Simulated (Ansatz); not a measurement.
In doubt: masses and optical values from hybrid runs of this build are listed as unsure (in some of the runs), which bears on the screening that GW takes from such a start.

Two G0W0 runs on LiMgBN2 (I-4m2).

```xyz
5
Lattice="-1.9097 1.9097 4.4435 1.9097 -1.9097 4.4435 1.9097 1.9097 -4.4435" Properties=species:S:1:pos:R:3 pbc="T T T"
Li    1.9097    0.0000    2.2218
Mg    0.0000    1.9097    2.2218
B     0.0000    0.0000    4.4435
N     0.0000    0.0000    5.7878
N     0.0000    0.0000    3.0992
```

The cell and positions are those that the Materials Project relaxed with its own functionals (PBE, PBE+U or r2SCAN), kept fixed.

The first (Ansatz 0.2.0; start PBE, 6×6×6 mesh, 147 empty bands, screening to 300 eV, PAW set soft_1 files; 1 × NVIDIA H100 80GB HBM3 (shared by 6 runs) with 2 threads of AMD EPYC 7R13 (Zen 3), shared host) gave, on its mesh: starting gap 2.60 eV, G0W0 gap 4.21 eV, RPA ε∞ (mean) 2.92, 39 s.

Q: The second changes start from PBE to HSE06 and screening cutoff (eV) from 300 to 100. What does it give?

It gave: starting gap 3.72 eV, G0W0 gap 4.69 eV, RPA ε∞ (mean) 2.56, 2 min. The G0W0 gap moves by +0.48 eV, +1.11 eV from the start and −0.63 eV from the correction. Σc changes by −0.23 eV at the valence top and +0.16 eV at the conduction bottom, and Σx − Vxc between them by −1.02 eV.

Limits: not at the basis limit.

[Paths, hosts, dates, memory and timing lines, banners, echoed tables and standing remarks are left out of the program output.]

[Logs are printed without paths, hosts, clocks, repeated set-up lines and the standing remarks that a program may print on its own settings, such as how far it seeks lower states.]

[Runs of the session that timed out or met a known fault of the program may be left out.]

[Cells called generated may have been cut or substituted from an entry of the Crystallography Open Database or the Materials Project.]

[Hosts, paths, dates, database ids (printed as entryN), source tags and the programs' standing remarks are cut or masked in the printed files.]
